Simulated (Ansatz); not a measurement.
## BeCo (Pm-3m): relaxing the cell for a phonon run

Aim: bring BeCo (Pm-3m) to small forces and stress, as phonons need.

Program: Ansatz 0.2.0. Level of theory: DFT PBEsol, scalar-relativistic, plane waves, PseudoDojo norm-conserving pseudopotentials. Results are calculated unless marked as measured.

### Step 1. Starting point

Symmetry: Pm-3m, No. 221, cubic system. Conventional cell: a = 2.606 Å, b = 2.606 Å, c = 2.606 Å, α = 90.00°, β = 90.00°, γ = 90.00°. Be has 8 Co at 2.26 Å nearest. Co has 8 Be at 2.26 Å nearest. Farther neighbours are not listed.

### Step 2. Probe on a coarse mesh

First a cheap look: the gap decides the mesh and the occupations, the pressure tells how far the cell has to move.

input.yaml

```yaml
crystal:
  lattice:
    - [2.606, 0.0, 0.0]
    - [0.0, 2.606, 0.0]
    - [0.0, 0.0, 2.606]
  atoms:
    - { symbol: Be, position: [0.0, 0.0, 0.0] }
    - { symbol: Co, position: [0.5, 0.5, 0.5], spin: -3.0 }
kpoints:
  mp_grid: { grid: [8, 8, 8] }
hamiltonian:
  xc: pbesol
  pseudopotentials: { kind: nc, accuracy: standard }
scf:
  occupations: { method: gaussian, width: 0.1 }
  lower_state_search: "off"
output:
  forces: true
  stress: true
  eigenvalues: true
  populations: true
magnetization:
  spin_polarized: true
```

Run with:

```sh
$ ansatz run input.yaml --threads 4 --pin off --max-ram 7168MiB --backend cpu --events-out ev --progress --plain --runs-dir out
```

Numbers of over 12 decimals in the logs are rounded to 6 here.

The program printed:

```text
Engine: ansatz 0.2.0, aarch64-unknown-linux-gnu
Pseudopotentials: kind: nc
Pseudopotential: Be, nc, valence charge 4, recommended cutoff 1197.300995 eV (normal), Be.nc.azcp (PseudoDojo's, or run here from an input of PseudoDojo's; its table is named by hamiltonian.pseudopotentials.accuracy)
[...]
k-point 2 ↑: bands = [... 7 lower, 12.6648, 14.4695, 14.4695, 15.2135, 18.5898, 24.4152, 24.4152, 30.1332, ... 1 higher]
  k-point 34 ↓: bands = [... 7 lower, 10.9584, 15.3343, 15.3343, 21.4791, 21.4791, 21.4791, 22.1021, 22.1021, ... 1 higher]
--- Löwdin populations: 2 sites ---
  site symbol       q [e]    m [muB]
     0     Be      3.0580     0.0077
     1     Co     17.2079    -0.4603
  spilling = 0.034954 (of n_electrons = 21.000000)
[key lines of the parts left out:]
SCF converged after 17 iterations
Magnetization: -0.4161 μB (10.2919 up, 10.7081 down)
Free energy (F): -4537.065692 eV
Fermi energy:    14.950430 eV
P = ⅓ Tr σ = -8.5249 GPa (-85.249 kbar)
```

Wall time 2.8 s (4 threads of Arm Neoverse V2, shared host); peak memory 0.34 GiB.

This step gave:

- magnetization: -0.4161 μB
- absolute magnetization: 0.5053 μB
- site moments: 0.02532, -0.4539 μB
- pressure: -8.525 GPa
- volume per atom: 8.849 Å³
- gap on the k-mesh: 0 eV

The coarse mesh shows no gap and a pressure of -8.5 GPa.

### Step 3. Rough relaxation

The start is far from rest, so a relaxation with loose tolerances brings it close first.

input.yaml, the sections that differ from step 2:

```yaml
crystal:
  lattice:
    - [2.606, 0.0, 0.0]
    - [0.0, 2.606, 0.0]
    - [0.0, 0.0, 2.606]
  atoms:
    - { symbol: Be, position: [0.0, 0.0, 0.0] }
    - { symbol: Co, position: [0.5, 0.5, 0.5], spin: -0.5 }
scf:
  occupations: { method: gaussian, width: 0.1 }
relax:
  adjacent_minimum: "off"
  f_tol: 0.05
  max_steps: 80
  cell: { stress_tol: 0.5 }
# kpoints, hamiltonian, output, magnetization: as in step 2
```

The program printed:

```text
[...]
Crystal: 2 atoms, lattice volume = 17.698 Å³
Basis set: ecut = 1306.14654 eV, 1863 PW (Γ), exchange–correlation on 64×64×64 points (8 copies of the dense FFT grid, shifted against one another)
Bands: 15, of which v1, the nominal top of the filled ones, is band 11 counted from 1 (10 counted from 0)
Symmetry: 48 space group operations
[...]
cell:  # Å, volume = 16.9149 Å³
    - [2.566982, 0, 0]
    - [0, 2.566982, 0.0]
    - [0, 0.0, 2.566982]
  atoms:
    - { symbol: Be, position: [0, 0, 0] }
    - { symbol: Co, position: [0.5, 0.5, 0.5] }
--- Löwdin populations: 2 sites ---
  site symbol       q [e]    m [muB]
     0     Be      3.0532     0.0060
     1     Co     17.2198    -0.4402
  spilling = 0.034620 (of n_electrons = 21.000000)
[key lines of the parts left out:]
SCF converged after 4 iterations
Magnetization: -0.4019 μB (10.2990 up, 10.7010 down)
Free energy (F): -4537.086661 eV
Fermi energy:    15.771132 eV
P = ⅓ Tr σ = 0.2998 GPa (2.998 kbar)
```

Wall time 6.5 s (4 threads); peak memory 0.35 GiB; 24 s of CPU time.

Relaxation path:

| step | energy less that of the first step (eV) | largest force component (eV/Å) | pressure (GPa) | volume (Å³) |
| --- | --- | --- | --- | --- |
| 1 | 0.0000 | 0.0000 | -8.52 | 17.70 |
| 2 | -0.0160 | 0.0000 | -4.36 | 17.31 |
| 3 | -0.0211 | 0.0000 | 0.33 | 16.91 |
| 4* | -0.0210 | 0.0000 | 0.30 | 16.91 |

Relaxation steps marked * repeat the geometry before them on a plane-wave basis chosen anew for their cell, so energy and pressure can jump there.

The run keeps the 48 symmetry operations that it works with, so distortions that break them were not tested.

| conventional cell, symmetrised | before | after | change |
| --- | --- | --- | --- |
| a (Å) | 2.606 | 2.567 | -1.5 % |
| b (Å) | 2.606 | 2.567 | -1.5 % |
| c (Å) | 2.606 | 2.567 | -1.5 % |
| volume (Å³/atom) | 8.85 | 8.46 | -4.4 % |

The relaxed structure:

```xyz
2
Lattice="2.5670 0.0000 0.0000 0.0000 2.5670 0.0000 0.0000 0.0000 2.5670" Properties=species:S:1:pos:R:3 pbc="T T T"
Be    0.0000    0.0000    0.0000
Co    1.2835    1.2835    1.2835
```

This step gave:

| Quantity | Value |
| --- | --- |
| magnetization | -0.4019 μB |
| absolute magnetization | 0.4792 μB |
| site moments | 0.02243, -0.4328 μB |
| pressure | 0.2998 GPa |
| volume per atom | 8.457 Å³ |

In this step the volume went from 8.85 to 8.46 Å³/atom.

### Step 4. Relaxation

Harmonic phonons are second derivatives at a point where the forces vanish, and they are wanted at zero stress, so atoms and cell are relaxed first.

input.yaml, the sections that differ from step 3:

```yaml
crystal:
  lattice:
    - [2.5669819336, 0.0, 0.0]
    - [0.0, 2.5669819336, 0.0]
    - [0.0, 0.0, 2.5669819336]
  atoms:
    - { symbol: Be, position: [0.0, 0.0, 0.0] }
    - { symbol: Co, position: [0.5, 0.5, 0.5], spin: -0.48 }
kpoints:
  mp_grid: { grid: [14, 14, 14] }
relax:
  adjacent_minimum: "off"
  f_tol: 0.005
  max_steps: 80
  cell: { stress_tol: 0.05 }
# hamiltonian, scf, output, magnetization: as in step 3
```

The program printed:

```text
[...]
Crystal: 2 atoms, lattice volume = 16.915 Å³
Basis set: ecut = 1306.14654 eV, 1839 PW (Γ), exchange–correlation on 64×64×64 points (8 copies of the dense FFT grid, shifted against one another)
Bands: 15, of which v1, the nominal top of the filled ones, is band 11 counted from 1 (10 counted from 0)
[... 1 set-up line as in the run before ...]
[...]
k-points: 120 of 2744
[...]
Starting moments: Σ|m| = 0.48 μB on 1 of 2 sites
[...]
SCF iter  12: F=-4537.096133 eV  HF=-4537.096133 eV  |F-HF|=3.64e-12  |Δ(HF+E_count)|=  3.90e-10  Δρ=6.39e-7 (↑6.39e-7 ↓3.56e-7)  dr2=1.36e-11  dr2_m=3.32e-11  M=-0.378 μB ∫|m|=0.439 μB  ethr=1.00e-12  ⟨swp⟩=2.7  Hψ=7118  notcnv=0
the search or the solves at the SCF's close seem to have found levels that the self-consistency loop had missed (the run counts 2). By its estimate they hold under 1e-12 electrons; where the run keeps them, the occupations were computed again with them
SCF 1 converged in 12 iterations: F = -4537.096133 eV  dr2 = 1.36e-11
relax step   1: F+E_penalty+E_count = -4537.09613321 eV  Δ(F+E_penalty+E_count) = +0.000e0 eV  max|allowed force component| = 2.023e-28 eV/Å  Δτ_max = 0.0000 Å  P = +0.012 GPa  Ω = 16.915 Å³  (12 SCF iters, dr2 threshold 1.00e-7 eV, accepted)
[...]
SCF iter   4: F=-4537.096133 eV  HF=-4537.096133 eV  |F-HF|=5.46e-12  |Δ(HF+E_count)|=  1.82e-12  Δρ=4.10e-7 (↑4.10e-7 ↓3.92e-7)  dr2=1.22e-11  dr2_m=1.44e-11  M=-0.378 μB ∫|m|=0.439 μB  ethr=1.00e-12  ⟨swp⟩=5.0  Hψ=12791  notcnv=0
SCF 2 converged in 4 iterations: F = -4537.096133 eV  dr2 = 1.22e-11
relax step   2: F+E_penalty+E_count = -4537.09613321 eV  Δ(F+E_penalty+E_count) = -1.164e-10 eV  max|allowed force component| = 3.032e-28 eV/Å  Δτ_max = 0.0000 Å  P = +0.012 GPa  Ω = 16.915 Å³  stress off target by 1.17e-2 GPa  SCF on the basis re-selected at this cell (its energy is not comparable with the rows above)  (4 SCF iters)
basis re-selected at this cell: Δ(F+E_penalty+E_count) = -1.164e-10 eV, ΔP = -0.000 GPa vs the last step (what re-selecting the basis moved, of the pressure what is left beyond the Pulay correction that the steps carried, after the strain that the cell walked since its last selection, with what the two solves' SCF thresholds leave and, on support functions, any second-order correction that the steps lacked; it is no  [...]
SCF converged after 4 iterations
Magnetization: -0.3779 μB (10.3111 up, 10.6889 down)
Absolute magnetization: 0.4389 μB (∫|ρ↑−ρ↓|)
[...]
Per-site moments (μB) at R_I (Å): [(0.018219, 0.917017), (-0.399843, 0.917017)]
Free energy (F): -4537.096133 eV
[...]
Internal energy: -4537.087987 eV  (E = F + TS)
E sigma→0 (E₀):  -4537.092060 eV
Entropy (-TS):   -0.008146 eV (-4.073 meV/atom)
Fermi energy:    15.731458 eV
[...]
--- Stress (GPa, compression-positive) ---
        0.011658      -0.000000       0.000000
       -0.000000       0.011658       0.000000
        0.000000       0.000000       0.011658
  P = ⅓ Tr σ = 0.0117 GPa (0.117 kbar)
--- Band table (eV; the first three rows and the last of 240) ---
  k-point 0 ↑: bands = [... 7 lower, 13.0176, 15.9662, 15.9662, 15.9662, 23.5785, 23.5785, 23.5785, 31.3275]
  k-point 1 ↑: bands = [... 7 lower, 13.0427, 15.8834, 15.8834, 15.9715, 22.9953, 23.7634, 23.7634, 31.3275]
  k-point 2 ↑: bands = [... 7 lower, 13.1136, 15.6647, 15.6647, 15.9865, 21.6896, 24.2882, 24.2882, 31.3271]
  k-point 119 ↓: bands = [... 7 lower, 11.5510, 16.2488, 16.2488, 22.5256, 22.5256, 22.5256, 23.2071, 23.2071]
--- Relaxed structure (1 steps of the walk, 1 accepted, 1 SCFs on fresh bases) ---
[...]
cell:  # Å, volume = 16.9149 Å³
    - [2.5669819336, 0.0, 0.0]
    - [0.0, 2.5669819336, 0.0]
    - [0.0, 0.0, 2.5669819336]
  atoms:
    - { symbol: Be, position: [0.0, 0.0, 0.0] }
    - { symbol: Co, position: [0.5, 0.5, 0.5] }
--- Löwdin populations: 2 sites ---
  site symbol       q [e]    m [muB]
     0     Be      3.0514     0.0053
     1     Co     17.2134    -0.4077
  spilling = 0.035008 (of n_electrons = 21.000000)
```

Wall time 10 s (4 threads); peak memory 0.49 GiB.

Little changed from the start: no atom moved by 0.005 Å and no cell edge by 0.1 %.

Numbers from this step:

| Quantity | Value |
| --- | --- |
| magnetization | -0.3779 μB |
| absolute magnetization | 0.4389 μB |
| site moments | 0.01822, -0.3998 μB |
| pressure | 0.01166 GPa |

In this step the volume went from 8.46 to 8.46 Å³/atom.

### Step 5. Tight relaxation

Phonons need a cell at rest on their own settings, so the relaxation is repeated with tight tolerances on forces and stress, using the mesh and the filling of the phonon run that follows.

input.yaml, the sections that differ from step 4:

```yaml
crystal:
  lattice:
    - [2.5669819336, 0.0, 0.0]
    - [0.0, 2.5669819336, 0.0]
    - [0.0, 0.0, 2.5669819336]
  atoms:
    - { symbol: Be, position: [0.0, 0.0, 0.0] }
    - { symbol: Co, position: [0.5, 0.5, 0.5], spin: -0.44 }
kpoints:
  mp_grid: { grid: [16, 16, 16] }
scf:
  occupations: { method: gaussian, width: 0.15 }
relax:
  adjacent_minimum: "off"
  f_tol: 0.001
  max_steps: 60
  cell: { stress_tol: 0.01 }
# hamiltonian, output, magnetization: as in step 4
```

The program printed:

```text
[...]
Crystal: 2 atoms, lattice volume = 16.915 Å³
Basis set: ecut = 1306.14654 eV, 1839 PW (Γ), exchange–correlation on 64×64×64 points (8 copies of the dense FFT grid, shifted against one another)
Bands: 15, of which v1, the nominal top of the filled ones, is band 11 counted from 1 (10 counted from 0)
[... 1 set-up line as in the run before ...]
[...]
cell:  # Å, volume = 16.9253 Å³
    - [2.567512, 0, 0]
    - [0, 2.567512, 0]
    - [0, 0, 2.567512]
  atoms:
    - { symbol: Be, position: [0, 0, 0] }
    - { symbol: Co, position: [0.5, 0.5, 0.5] }
--- Löwdin populations: 2 sites ---
  site symbol       q [e]    m [muB]
     0     Be      3.0524     0.0049
     1     Co     17.2138    -0.4201
  spilling = 0.034944 (of n_electrons = 21.000000)
[key lines of the parts left out:]
SCF converged after 8 iterations
Magnetization: -0.3911 μB (10.3044 up, 10.6956 down)
Free energy (F): -4537.102029 eV
Fermi energy:    15.727284 eV
P = ⅓ Tr σ = 0.0011 GPa (0.011 kbar)
```

Wall time 26 s (4 threads); peak memory 0.56 GiB.

Little changed from the start: no atom moved by 0.005 Å and no cell edge by 0.1 %.

Numbers from this step:

```yaml
magnetization: -0.3911 μB
absolute_magnetization: 0.4519 μB
site_moments: 0.01826, -0.4125 μB
pressure: 0.001057 GPa
volume_per_atom: 8.463 Å³
```

The forces vanish by symmetry and the pressure is 0.001 GPa, within the tolerances set. The cell now holds 8.46 Å³/atom.

### Step 6. Results

| Property | Result |
| --- | --- |
| space group after relaxation | Pm-3m |
| lattice constant a | 2.568 Å |
| lattice constant b | 2.568 Å |
| lattice constant c | 2.568 Å |
| volume per atom | 8.46 Å³ |

In words: The forces vanish by symmetry and the pressure is 0.001 GPa, within the tolerances set. The cell now holds 8.46 Å³/atom. The relaxation keeps the symmetry of its start, so it says nothing on stability against lower symmetry. The magnetic state is the one that the run reached from its starting moments; a lower one was not ruled out.

[Logs are printed without paths, hosts, clocks, repeated set-up lines and the standing remarks that a program may print on its own settings, such as how far it seeks lower states.]

[Hosts, paths, dates, database ids (printed as entryN), source tags and the programs' standing remarks are cut or masked in the printed files.]
